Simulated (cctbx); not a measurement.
**Symmetry from intensities**

Cell: a = 10.5640 Å, b = 10.5640 Å, c = 9.9630 Å, α = 90.00°, β = 90.00°, γ = 120.00°. Expected content of the cell: Nd4 Cd34.

Simulated single-crystal data (cctbx): Mo Kα, λ = 0.71073 Å, to d = 0.65 Å, 70 % of the full sphere, strongest reflection 40000 counts, noise from counting, a 1.5 % proportional error and a noise floor of 4 counts (s.d.); no absorption.

Tests on the unmerged data give:

```text
10334 reflections to d = 0.650 A
centring   violations  <I/sigma> of those
    A       3259 of  5194     10.6
    B       3213 of  5160     10.4
    C       3264 of  5162     10.1
    I       3289 of  5236     10.5
    R       4359 of  6865     11.1
    F       4868 of  7758     10.4
Laue class    unique    Rint  (classes that these axes allow; Friedel mates merged)
P -1             6732   0.023
P 1 1 2/m        3809   0.026
P -3             2459   0.028
P -3 1 m         1335   0.029
P -3 m 1         1403   0.029
P 6/m            1298   0.029
P 6/m m m         788   0.030
space group    extra absences  I>4sigma  <I/sigma>
P 6 2 2                 0          0         -  acentric
P 63 2 2               14          0      -0.3  acentric
P 6 m m                 0          0         -  acentric
P 63 m c              374          1      -0.0  acentric
P -6 m 2                0          0         -  acentric
P -6 2 m                0          0         -  acentric
P -6 2 c              374          1      -0.0  acentric
P 6/m m m               0          0         -  centric
P 63/m m c            374          1      -0.0  centric
Wilson B = 1.23 A^2   <|E^2-1|> = 1.005 (0.968 centric, 0.736 acentric)   E^2>4: 4.0 %
shell (A)         n   <I/sigma>
 9.96 - 1.30    123     51.7
 1.30 - 1.03    101     47.4
 1.03 - 0.90     95     47.8
 0.90 - 0.82    100     36.2
 0.82 - 0.76     87     33.2
 0.76 - 0.72     97     31.1
 0.72 - 0.68     93     31.6
 0.68 - 0.65     92     22.4
```

Q: Read the symmetry from these tables.

Every centring test has many violations, so the lattice is primitive.

Rint stays low (0.023 to 0.030) up to P 6/m m m, the highest class in these axes.

9 settings pass the absence test. The most absences obeyed, 374, belong to P 63 m c, P -6 2 c and P 63/m m c, which absences can't tell apart.

⟨|E²−1|⟩ = 1.005 leans to a centrosymmetric structure. The Wilson B of 1.23 Å² means U ≈ 0.0156 Å².

The true group is P6_3/mmc (no. 194), Laue class 6/mmm, centrosymmetric. The tables only narrow the choice to the tied entries; cell content, site symmetry and trial solutions must settle it.

The model was made for the exercise: a known structure type with other elements put in, its volume estimated, not relaxed; displacement parameters are assumed.

[Logs are printed without paths, hosts, clocks, repeated set-up lines and the standing remarks that a program may print on its own settings, such as how far it seeks lower states.]
